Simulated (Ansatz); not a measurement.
# KFe4As3: relaxing a made-up structure

This structure for KFe4As3 is made up. Its elements were placed in a known structure type with a cell scaled to their sizes. What cell does the guess relax to, and how far off was it?

Main program and level: Ansatz 0.2.0; DFT, PBE, plane-wave PAW, files of the set soft_1, scalar-relativistic, ferromagnetic start, cell and ions relaxed at zero pressure; PAW set soft_1, in the first sound run; inputs show where later runs differ.

## 1. Set-up

Symmetry: R-3m, No. 166, trigonal system. Conventional cell: a = 4.028 Å, b = 4.028 Å, c = 33.080 Å, α = 90.00°, β = 90.00°, γ = 120.00°. As has 6 Fe at 2.54 Å nearest. As has 4 Fe at 2.37 to 2.45 Å and 3 K at 3.09 Å nearest. Fe has 4 As at 2.45 to 2.54 Å nearest. Fe has 4 As at 2.37 to 3.01 Å and 3 Fe at 3.06 Å and 3 K at 3.42 Å nearest. Nearest to K lie 6 As at 3.09 Å and 6 Fe at 3.42 Å. Farther neighbours are not listed.

Coordinates:

```cif
data_structure
_symmetry_space_group_name_H-M 'P 1'
_symmetry_Int_Tables_number 1
_cell_length_a 11.2692
_cell_length_b 11.2692
_cell_length_c 11.2692
_cell_angle_alpha 20.590
_cell_angle_beta 20.590
_cell_angle_gamma 20.590
_cell_volume 154.94
loop_
_atom_site_label
_atom_site_type_symbol
_atom_site_fract_x
_atom_site_fract_y
_atom_site_fract_z
_atom_site_occupancy
As1 As 0.00000 0.00000 0.00000 1
As2 As 0.77177 0.77177 0.77177 1
As3 As 0.22823 0.22823 0.22823 1
Fe4 Fe 0.69767 0.69767 0.69767 1
Fe5 Fe 0.30233 0.30233 0.30233 1
Fe6 Fe 0.90897 0.90897 0.90897 1
Fe7 Fe 0.09103 0.09103 0.09103 1
K8 K 0.50000 0.50000 0.50000 1
```

## 2. Relaxation of the guess

The guess takes its coordinates from another compound and its volume from a rule, so the cell and any free coordinates are relaxed together.

input.yaml reads:

```yaml
crystal:
  lattice:
    - [2.014, 1.162783442, 11.026666667]
    - [-2.014, 1.162783442, 11.026666667]
    - [0.0, -2.325566884, 11.026666667]
  atoms:
    - { symbol: As, position: [0.0, 0.0, 0.0] }
    - { symbol: As, position: [0.771766664, 0.771766664, 0.771766664] }
    - { symbol: As, position: [0.228233336, 0.228233336, 0.228233336] }
    - { symbol: Fe, position: [0.697666664, 0.697666664, 0.697666664], spin: 3.0 }
    - { symbol: Fe, position: [0.302333336, 0.302333336, 0.302333336], spin: 3.0 }
    - { symbol: Fe, position: [0.908966664, 0.908966664, 0.908966664], spin: 3.0 }
    - { symbol: Fe, position: [0.091033336, 0.091033336, 0.091033336], spin: 3.0 }
    - { symbol: K, position: [0.5, 0.5, 0.5] }
magnetization:
  spin_polarized: true
kpoints:
  mp_grid: { grid: [8, 8, 8] }
scf:
  occupations: { method: fermi_dirac, width: 0.05 }
hamiltonian:
  xc: pbe
  pseudopotentials: { kind: paw, azcp: { folder: soft_1 } }
relax:
  f_tol: 0.015
  max_steps: 70
  cell: {}
output:
  forces: true
  stress: true
```

The run is started by

```sh
$ ansatz run input.yaml --threads 4 --pin off --max-ram 10240MiB --backend cpu --events-out ev --progress --plain --runs-dir out
```

Numbers of over 12 decimals in the logs are rounded to 6 here.

The log of the run:

```text
basis.fft_grid_basis auto: the FFT boxes are laid along the combinations [[1, 0, -1], [0, 1, -1], [0, 0, 1]] of the cell's own vectors, 4.028, 4.028 and 11.269 Å long. The dense box has 27×27×80 points. Along the cell's own vectors, as sized, it would have 80×80×80, 8.78 times as many. Of the 12 symmetry operations that the crystal satisfies within crystal.symmetry.tolerance (time reversal apart; of a slab, those tha [...]
Engine: ansatz 0.2.0, aarch64-unknown-linux-gnu
Pseudopotentials: kind: paw
Pseudopotential: As, paw, valence charge 15, recommended cutoff 420 eV (normal), soft_1/As.paw.azcp
Pseudopotential: Fe, paw, valence charge 16, recommended cutoff 420 eV (normal), soft_1/Fe.paw.azcp
Pseudopotential: K, paw, valence charge 9, recommended cutoff 420 eV (normal), soft_1/K.paw.azcp
Functional definition: PBE
  parameter kappa = 0.804
  parameter beta = 0.066725
  exchange = pbe_x(kappa = kappa, mu = beta*pi^2/3)
  correlation = pbe_c(beta = beta)
Crystal: 8 atoms, lattice volume = 154.937 Å³
Basis set: ecut = 420 eV, 3037 PW (Γ), FFT grids on a1−a3, a2−a3, a3, exchange–correlation on 54×54×160 points (8 copies of the dense FFT grid, shifted against one another)
Bands: 78, of which v1, the nominal top of the filled ones, is band 59 counted from 1 (58 counted from 0)
Symmetry: 12 space group operations
Space group: R-3m (ITA 166), of the structure as read, at distance tolerance 5.4e-5 Å
Magnetic group: BNS 166.97 (UNI 1327), of the structure as read, at distance tolerance 5.4e-5 Å
k-points: 65 of 512
Non-local potential: As, projectors of the file, l = 0: 2, l = 1: 2, l = 2: 3, l = 3: 1
Non-local potential: Fe, projectors of the file, l = 0: 3, l = 1: 2, l = 2: 3, l = 3: 1
Non-local potential: K, projectors of the file, l = 0: 3, l = 1: 2, l = 2: 2
PAW form: soft (Blöchl's): semilocal exchange-correlation on the pseudo side does not see the compensation charge
PAW one-centre angular grid: As, 590 points (default); XC on 64 Gauss nodes
PAW one-centre angular grid: Fe, 590 points (default); XC on 64 Gauss nodes
PAW one-centre angular grid: K, 110 points (default); XC on 64 Gauss nodes
Initial density: superposition of atomic densities (chi_scale 0.1, normalization cell, long waves kept (reshape's long-wave potential 0.96 eV rms))
Starting moments: Σ|m| = 12 μB on 4 of 8 sites
Initial wavefunctions: pseudopotential atomic-orbital guess
Functional: x = pbe(κ = 0.804, μ = 0.219515), c = pbe(β = 0.066725)
SCF iter   1: F=—  HF=-34032.429121 eV  |F-HF|=—  |Δ(HF+E_count)|=         —  Δρ=5.61e-2 (↑3.43e-2 ↓5.61e-2)  dr2=8.94e1  dr2_m=3.22e-1  M=11.606 μB ∫|m|=12.568 μB  β_m=0.30  ethr=3.10e-3  ⟨swp⟩=6.5  Hψ=38751  notcnv=0  defer=41
Mixer restart at iter 1: flushing history
preconditioner: auto → Kerker (q_TF=auto, 2.607 Å⁻¹)  [metal: Δε(μ)=0.007 eV  Ē_g=8.365 eV  σ=0.050 eV  W_gap=0.04  n_scr=44 (ndim 8)  ℏωp=21.9 eV  f_vac=0.001  D(μ)=5.90/eV (n_scr^D=50)]
spin=Collinear: Kerker preconditioning applied to the charge; magnetization (m = ρ↑ − ρ↓) channel mixes plain (no charge-response kernel on spin).
SCF iter   2: F=—  HF=-34029.146244 eV  |F-HF|=—  |Δ(HF+E_count)|=    3.28e0  Δρ=3.23e-2 (↑2.28e-2 ↓3.23e-2)  dr2=5.33e1  dr2_m=3.72e-1  M=11.722 μB ∫|m|=12.645 μB  β_m=0.47  ethr=3.10e-3  ⟨swp⟩=2.7  Hψ=15636  notcnv=0  defer=969
SCF iter   3: F=—  HF=-34027.282033 eV  |F-HF|=—  |Δ(HF+E_count)|=    1.86e0  Δρ=1.49e-2 (↑1.29e-2 ↓1.49e-2)  dr2=1.69e1  dr2_m=4.67e-2  M=11.519 μB ∫|m|=12.376 μB  β_m=0.47  ethr=3.10e-3  ⟨swp⟩=2.9  Hψ=15604  notcnv=0  defer=996
SCF iter   4: F=—  HF=-34026.221138 eV  |F-HF|=—  |Δ(HF+E_count)|=    1.06e0  Δρ=1.83e-2 (↑8.87e-3 ↓1.83e-2)  dr2=1.25e0  dr2_m=1.49e-1  M=11.339 μB ∫|m|=12.009 μB  β_m=0.69  ethr=3.10e-3  ⟨swp⟩=3.1  Hψ=13112  notcnv=0  defer=970
SCF iter   5: F=—  HF=-34026.475466 eV  |F-HF|=—  |Δ(HF+E_count)|=   2.54e-1  Δρ=9.32e-3 (↑9.32e-3 ↓4.75e-3)  dr2=6.15e-1  dr2_m=3.10e-2  M=11.176 μB ∫|m|=11.726 μB  β_m=0.71  ethr=1.06e-3  ⟨swp⟩=3.1  Hψ=16223  notcnv=0  defer=963
SCF iter   6: F=—  HF=-34026.428977 eV  |F-HF|=—  |Δ(HF+E_count)|=   4.65e-2  Δρ=9.32e-3 (↑7.49e-3 ↓9.32e-3)  dr2=4.14e-1  dr2_m=1.54e-2  M=11.106 μB ∫|m|=11.634 μB  β_m=0.62  ethr=5.21e-4  ⟨swp⟩=3.2  Hψ=19544  notcnv=0  defer=914
SCF iter   7: F=—  HF=-34026.404566 eV  |F-HF|=—  |Δ(HF+E_count)|=         —  Δρ=6.12e-3 (↑6.12e-3 ↓3.90e-3)  dr2=3.29e-2  dr2_m=2.61e-2  M=10.980 μB ∫|m|=11.544 μB  β_m=0.62  ethr=3.51e-4  ⟨swp⟩=3.1  Hψ=20775  notcnv=0  defer=892
Mixer restart at iter 7: flushing history
SCF iter   8: F=—  HF=-34026.403651 eV  |F-HF|=—  |Δ(HF+E_count)|=         —  Δρ=3.10e-3 (↑1.82e-3 ↓3.10e-3)  dr2=2.38e-2  dr2_m=5.75e-3  M=10.969 μB ∫|m|=11.533 μB  β_m=0.62  ethr=2.79e-5  ⟨swp⟩=2.6  Hψ=18752  notcnv=0  defer=890
Mixer restart at iter 8: flushing history
SCF iter   9: F=—  HF=-34026.402255 eV  |F-HF|=—  |Δ(HF+E_count)|=   1.40e-3  Δρ=2.53e-3 (↑2.31e-3 ↓2.53e-3)  dr2=2.55e-2  dr2_m=1.37e-3  M=10.939 μB ∫|m|=11.509 μB  β_m=0.57  ethr=2.02e-5  ⟨swp⟩=2.1  Hψ=18756  notcnv=0  defer=890
SCF iter  10: F=—  HF=-34026.403127 eV  |F-HF|=—  |Δ(HF+E_count)|=   8.72e-4  Δρ=1.31e-3 (↑8.26e-4 ↓1.31e-3)  dr2=4.20e-3  dr2_m=1.09e-3  M=10.928 μB ∫|m|=11.499 μB  β_m=0.68  ethr=2.02e-5  ⟨swp⟩=2.0  Hψ=18161  notcnv=0  defer=890
SCF iter  11: F=—  HF=-34026.404492 eV  |F-HF|=—  |Δ(HF+E_count)|=   1.37e-3  Δρ=9.59e-4 (↑6.06e-4 ↓9.59e-4)  dr2=2.98e-3  dr2_m=4.50e-4  M=10.895 μB ∫|m|=11.471 μB  β_m=0.87  ethr=3.56e-6  ⟨swp⟩=2.0  Hψ=13382  notcnv=0  defer=890
SCF iter  12: F=—  HF=-34026.405830 eV  |F-HF|=—  |Δ(HF+E_count)|=   1.34e-3  Δρ=9.00e-4 (↑9.00e-4 ↓8.81e-4)  dr2=3.41e-3  dr2_m=4.47e-5  M=10.877 μB ∫|m|=11.456 μB  β_m=0.64  ethr=2.53e-6  ⟨swp⟩=2.0  Hψ=19232  notcnv=0  defer=890
SCF iter  13: F=—  HF=-34026.404881 eV  |F-HF|=—  |Δ(HF+E_count)|=   9.48e-4  Δρ=3.11e-4 (↑6.71e-5 ↓3.11e-4)  dr2=1.54e-4  dr2_m=3.32e-5  M=10.870 μB ∫|m|=11.450 μB  β_m=0.82  ethr=2.53e-6  ⟨swp⟩=2.0  Hψ=18637  notcnv=0  defer=890
SCF iter  14: F=—  HF=-34026.404958 eV  |F-HF|=—  |Δ(HF+E_count)|=   7.69e-5  Δρ=1.67e-4 (↑5.45e-5 ↓1.67e-4)  dr2=8.22e-5  dr2_m=6.86e-6  M=10.870 μB ∫|m|=11.449 μB  β_m=0.74  ethr=1.30e-7  ⟨swp⟩=2.0  Hψ=15826  notcnv=0  defer=890
SCF iter  15: F=—  HF=-34026.404948 eV  |F-HF|=—  |Δ(HF+E_count)|=   1.05e-5  Δρ=4.30e-5 (↑3.55e-5 ↓4.30e-5)  dr2=1.40e-5  dr2_m=4.10e-7  M=10.869 μB ∫|m|=11.449 μB  β_m=0.84  ethr=6.96e-8  ⟨swp⟩=2.2  Hψ=15701  notcnv=0  defer=890
[...]
Initial wavefunctions: pseudopotential atomic-orbital guess (no wavefunctions were taken with the density)
iter 1 solved again at ethr=8.58e-8 eV; its pass at ethr=3.10e-3 eV (dr2=1.01e-4 eV) is discarded
SCF iter   1: F=—  HF=-34028.648618 eV  |F-HF|=—  |Δ(HF+E_count)|=         —  Δρ=1.95e-4 (↑1.33e-4 ↓1.95e-4)  dr2=9.17e-5  dr2_m=3.62e-6  M=8.156 μB ∫|m|=8.833 μB  β_m=0.65  ethr=8.58e-8  ⟨swp⟩=3.6  Hψ=67636  notcnv=0
preconditioner: auto → Kerker (q_TF=auto, 1.957 Å⁻¹)  [metal: Δε(μ)=0.061 eV  Ē_g=8.778 eV  σ=0.050 eV  W_gap=0.28  n_scr=18 (ndim 8)  ℏωp=22.5 eV  f_vac=0.079  D(μ)=5.47/eV (n_scr^D=44)]
spin=Collinear: Kerker preconditioning applied to the charge; magnetization (m = ρ↑ − ρ↓) channel mixes plain (no charge-response kernel on spin).
SCF iter   2: F=—  HF=-34028.649391 eV  |F-HF|=—  |Δ(HF+E_count)|=   7.72e-4  Δρ=5.29e-5 (↑4.86e-5 ↓5.29e-5)  dr2=7.01e-6  dr2_m=1.25e-6  M=8.156 μB ∫|m|=8.833 μB  β_m=0.56  ethr=7.77e-8  ⟨swp⟩=2.0  Hψ=11961  notcnv=0
SCF iter   3: F=—  HF=-34028.649506 eV  |F-HF|=—  |Δ(HF+E_count)|=   1.15e-4  Δρ=3.35e-5 (↑3.35e-5 ↓1.68e-5)  dr2=1.50e-6  dr2_m=3.57e-7  M=8.155 μB ∫|m|=8.832 μB  β_m=0.51  ethr=5.94e-9  ⟨swp⟩=2.0  Hψ=17910  notcnv=0
SCF iter   4: F=—  HF=-34028.649515 eV  |F-HF|=—  |Δ(HF+E_count)|=   9.57e-6  Δρ=2.45e-5 (↑8.18e-6 ↓2.45e-5)  dr2=1.29e-6  dr2_m=1.65e-7  M=8.155 μB ∫|m|=8.832 μB  β_m=0.76  ethr=1.27e-9  ⟨swp⟩=2.1  Hψ=16074  notcnv=0
SCF iter   5: F=—  HF=-34028.649524 eV  |F-HF|=—  |Δ(HF+E_count)|=   8.20e-6  Δρ=2.60e-5 (↑6.17e-6 ↓2.60e-5)  dr2=2.19e-6  dr2_m=2.41e-7  M=8.154 μB ∫|m|=8.831 μB  β_m=0.88  ethr=1.09e-9  ⟨swp⟩=2.0  Hψ=12881  notcnv=0
SCF iter   6: F=—  HF=-34028.649528 eV  |F-HF|=—  |Δ(HF+E_count)|=   3.97e-6  Δρ=1.47e-5 (↑3.86e-6 ↓1.47e-5)  dr2=9.48e-7  dr2_m=5.47e-8  M=8.154 μB ∫|m|=8.830 μB  β_m=0.74  ethr=1.09e-9  ⟨swp⟩=2.0  Hψ=15751  notcnv=0
SCF iter   7: F=—  HF=-34028.649528 eV  |F-HF|=—  |Δ(HF+E_count)|=   5.41e-7  Δρ=5.44e-6 (↑3.64e-6 ↓5.44e-6)  dr2=1.46e-7  dr2_m=1.48e-8  M=8.153 μB ∫|m|=8.830 μB  β_m=0.87  ethr=8.04e-10  ⟨swp⟩=2.0  Hψ=15715  notcnv=0
SCF iter   8: F=—  HF=-34028.649528 eV  |F-HF|=—  |Δ(HF+E_count)|=   1.03e-7  Δρ=4.02e-6 (↑2.23e-6 ↓4.02e-6)  dr2=8.05e-8  dr2_m=1.39e-9  M=8.153 μB ∫|m|=8.830 μB  β_m=0.85  ethr=1.23e-10  ⟨swp⟩=2.0  Hψ=12195  notcnv=0
SCF iter   9: F=—  HF=-34028.649528 eV  |F-HF|=—  |Δ(HF+E_count)|=   5.57e-8  Δρ=3.44e-6 (↑3.44e-6 ↓1.98e-6)  dr2=2.26e-8  dr2_m=6.39e-9  M=8.153 μB ∫|m|=8.830 μB  β_m=0.87  ethr=6.82e-11  ⟨swp⟩=2.0  Hψ=16859  notcnv=0
SCF iter  10: F=—  HF=-34028.649528 eV  |F-HF|=—  |Δ(HF+E_count)|=   1.52e-8  Δρ=8.44e-7 (↑7.69e-7 ↓8.44e-7)  dr2=2.69e-9  dr2_m=2.43e-10  M=8.153 μB ∫|m|=8.830 μB  β_m=0.93  ethr=1.92e-11  ⟨swp⟩=2.0  Hψ=17908  notcnv=0
SCF iter  11: F=—  HF=-34028.649541 eV  |F-HF|=—  |Δ(HF+E_count)|=   1.26e-5  Δρ=1.02e-6 (↑7.60e-7 ↓1.02e-6)  dr2=2.58e-9  dr2_m=3.53e-10  M=8.153 μB ∫|m|=8.830 μB  β_m=0.96  ethr=2.28e-12  ⟨swp⟩=3.0  Hψ=21618  notcnv=0
SCF iter  12: F=—  HF=-34028.649541 eV  |F-HF|=—  |Δ(HF+E_count)|=   6.71e-9  Δρ=7.65e-7 (↑5.54e-7 ↓7.65e-7)  dr2=1.79e-9  dr2_m=1.68e-10  M=8.153 μB ∫|m|=8.830 μB  β_m=0.98  ethr=2.19e-12  ⟨swp⟩=2.0  Hψ=13621  notcnv=0
SCF iter  13: F=—  HF=-34028.649541 eV  |F-HF|=—  |Δ(HF+E_count)|=   3.30e-9  Δρ=3.98e-7 (↑2.56e-7 ↓3.98e-7)  dr2=3.64e-10  dr2_m=6.64e-11  M=8.153 μB ∫|m|=8.830 μB  β_m=0.99  ethr=1.52e-12  ⟨swp⟩=2.0  Hψ=17086  notcnv=0
SCF iter  14: F=—  HF=-34028.649541 eV  |F-HF|=—  |Δ(HF+E_count)|=   1.04e-9  Δρ=1.73e-7 (↑1.29e-7 ↓1.73e-7)  dr2=5.95e-11  dr2_m=1.73e-11  M=8.153 μB ∫|m|=8.830 μB  β_m=0.99  ethr=1.00e-12  ⟨swp⟩=2.0  Hψ=13517  notcnv=0
SCF iter  15: F=—  HF=-34028.649541 eV  |F-HF|=—  |Δ(HF+E_count)|=  2.55e-10  Δρ=7.16e-8 (↑7.16e-8 ↓5.30e-8)  dr2=1.19e-11  dr2_m=1.77e-12  M=8.153 μB ∫|m|=8.830 μB  β_m=0.80  ethr=1.00e-12  ⟨swp⟩=2.0  Hψ=13432  notcnv=0
SCF iter  16: F=-34028.649541 eV  HF=-34028.649541 eV  |F-HF|=1.46e-11  |Δ(HF+E_count)|=  1.46e-11  Δρ=1.02e-7 (↑2.54e-8 ↓1.02e-7)  dr2=2.55e-11  dr2_m=2.80e-12  M=8.153 μB ∫|m|=8.830 μB  ethr=1.00e-12  ⟨swp⟩=3.0  Hψ=33966  notcnv=0
SCF 9 converged in 16 iterations: F = -34028.649541 eV  dr2 = 2.55e-11
relax step   9: F+E_penalty+E_count = -34028.64954094 eV  Δ(F+E_penalty+E_count) = +3.078e-3 eV  max|allowed force component| = 1.679e-3 eV/Å  Δτ_max = 0.0000 Å  P = +0.002 GPa  Ω = 147.387 Å³  stress off target by 2.99e-2 GPa  SCF on the basis re-selected at this cell (its energy is not comparable with the rows above)  (16 SCF iters)
basis re-selected at this cell: Δ(F+E_penalty+E_count) = +3.078e-3 eV, ΔP = +0.011 GPa vs the last step (what re-selecting the basis moved, of the pressure what is left beyond the Pulay correction that the steps carried, after the strain that the cell walked since its last selection, with what the two solves' SCF thresholds leave and, on support functions, any second-order correction that the steps lacked; it is no m [...]
SCF converged after 16 iterations
Magnetization: 8.1531 μB (63.0766 up, 54.9234 down)
Absolute magnetization: 8.8317 μB (∫|ρ↑−ρ↓|, with the PAW one-centre terms)
Spin contamination: 0.2079 ħ² per cell (⟨S²⟩ above its minimum at these occupations)
Per-site moments (μB) at R_I (Å): [(-0.073769, 0.971193), (-0.042088, 0.990647), (-0.042088, 0.990647), (1.699552, 0.986891), (1.699552, 0.986891), (2.270693, 0.971193), (2.270693, 0.971193), (0.017175, 1.366973)]
Free energy (F): -34028.649541 eV
Harris-Foulkes:  -34028.649541 eV  (|F-HF|=1.46e-11)
Internal energy: -34028.600691 eV  (E = F + TS)
E sigma→0 (E₀):  -34028.625116 eV
Entropy (-TS):   -0.048850 eV (-6.106 meV/atom)
Fermi energy:    11.179927 eV
--- Per-component energies (eV) ---
  E_band       = -2041.488045
  E_kinetic    = 1872.811639
  E_local      = -27214.262592  (includes V_loc(G=0)·N_el)
  E_nonlocal   = 3.187969
  E_hartree    = 12965.294944
  E_xc         = -788.345402
  E_vxc        = -954.192862  (∫ρ·V_xc dr)
  E_paw        = -12357.606069  (= ΣΔE_a)
  E_vpaw       = -1679.617670  (= ΣTr[D̂ρ^β])
  E_aug_tail   = -0.004123  (compensation charges beyond the density's cutoff)
  E_ewald      = -8509.677056
  E_smearing   = -0.048850  (= −TS)
  E_closure    = -0.000000  (closes the sum)
  Σ components = -34028.649541   (vs F -34028.649541, Δ=0.00e0)
--- Forces (eV/Å), atoms counted from 1 ---
  atom   1  As     0.00000000    -0.00000000    -0.00000000
  atom   2  As    -0.00000000     0.00000000     0.00081149
  atom   3  As     0.00000000    -0.00000000    -0.00081149
  atom   4  Fe    -0.00000000     0.00000000     0.00167900
  atom   5  Fe     0.00000000    -0.00000000    -0.00167900
  atom   6  Fe    -0.00000000     0.00000000     0.00088222
  atom   7  Fe     0.00000000    -0.00000000    -0.00088222
  atom   8  K      0.00000000    -0.00000000    -0.00000000
  max |Σ_I F_I| component: 3.25e-19 eV/Å
--- Stress (GPa, compression-positive) ---
       -0.011347      -0.000000      -0.000000
       -0.000000      -0.011347      -0.000000
       -0.000000      -0.000000       0.029913
  P = ⅓ Tr σ = 0.0024 GPa (0.024 kbar)
--- Relaxed structure (8 steps of the walk, 8 accepted, 1 SCFs on fresh bases) ---
  F+E_penalty+E_count = -34028.64954094 eV   max|allowed force component| = 1.679e-3 eV/Å   (the final SCF, on the basis selected at the relaxed cell)
  cell:  # Å, volume = 147.3867 Å³
    - [1.923308, 1.110423, 11.501905]
    - [-1.923308, 1.110423, 11.501905]
    - [0, -2.220845, 11.501905]
  atoms:
    - { symbol: As, position: [0, 0, 0] }
    - { symbol: As, position: [0.762053, 0.762053, 0.762053] }
    - { symbol: As, position: [0.237947, 0.237947, 0.237947] }
    - { symbol: Fe, position: [0.692453, 0.692453, 0.692453] }
    - { symbol: Fe, position: [0.307547, 0.307547, 0.307547] }
    - { symbol: Fe, position: [0.931768, 0.931768, 0.931768] }
    - { symbol: Fe, position: [0.068232, 0.068232, 0.068232] }
    - { symbol: K, position: [0.5, 0.5, 0.5] }
```

It took 6.4 min on 4 threads of Arm Neoverse V1, shared host; peak memory 1.4 GiB.

The steps of the relaxation:

| step | energy less that of the first step (eV) | largest force component (eV/Å) | pressure (GPa) | volume (Å³) |
| --- | --- | --- | --- | --- |
| 1 | 0.0000 | 1.8782 | -1.87 | 154.94 |
| 2 | -0.8317 | 1.7467 | -1.93 | 152.44 |
| 3 | -1.4990 | 1.3043 | -2.04 | 148.95 |
| 4 | -2.0162 | 0.4117 | -0.26 | 144.00 |
| 5 | -2.1458 | 0.5820 | 3.31 | 142.38 |
| 6 | -2.2459 | 0.1046 | 0.13 | 147.14 |
| 7 | -2.2476 | 0.0111 | -0.04 | 147.46 |
| 8 | -2.2477 | 0.0011 | -0.01 | 147.39 |
| 9* | -2.2446 | 0.0017 | 0.00 | 147.39 |

Relaxation steps marked * repeat the geometry before them on a plane-wave basis chosen anew for their cell, so energy and pressure can jump there.

The run keeps the 12 symmetry operations that it works with, so distortions that break them were not tested.

```csv
"conventional cell, symmetrised",before,after,change
a (Å),4.028,3.847,-4.5 %
b (Å),4.028,3.847,-4.5 %
c (Å),33.080,34.506,+4.3 %
volume (Å³/atom),19.37,18.42,-4.9 %
```

The atoms that moved most (Å, as changes of fractional coordinates times the final cell):

```
atom     dx     dy      dz  length
 Fe7  0.000  0.000  -0.787   0.787
 Fe6  0.000  0.000   0.787   0.787
 As2  0.000  0.000  -0.335   0.335
 As3  0.000  0.000   0.335   0.335
 Fe4  0.000  0.000  -0.180   0.180
 Fe5  0.000  0.000   0.180   0.180
```

This step gave:

| Quantity | Value |
| --- | --- |
| free energy | -34028.6495 eV |
| energy at zero smearing | -34028.6251 eV |
| smearing term TS | 0.04885 eV |
| Fermi energy | 11.18 eV |
| magnetization | 8.153 μB |
| absolute magnetization | 8.832 μB |
| site moments | -0.07377, -0.04209, -0.04209, 1.700, 1.700, 2.271, 2.271, 0.01717 μB |
| electrons | 118 |
| symmetry operations | 12 |
| pressure | 0.002406 GPa |

Site moment by atom:

```
atom  site moment (μB)
 As1             -0.07
 As2             -0.04
 As3             -0.04
 Fe4              1.70
 Fe5              1.70
 Fe6              2.27
 Fe7              2.27
  K8              0.02
```

The shortest distance of each pair, which need not be the same contact before and after:

```csv
pair,guess (Å),relaxed (Å)
As–Fe,2.372,2.354
Fe–Fe,3.058,2.660
As–K,3.091,3.314
As–As,4.028,3.847
K–K,4.028,3.847
```

The relaxation ends with a largest force component of 0.0017 eV/Å and a pressure of 0.00 GPa.

(Part 1 of 2 ends here.)

[Logs are printed without paths, hosts, clocks, repeated set-up lines and the standing remarks that a program may print on its own settings, such as how far it seeks lower states.]

[Hosts, paths, dates, database ids (printed as entryN), source tags and the programs' standing remarks are cut or masked in the printed files.]
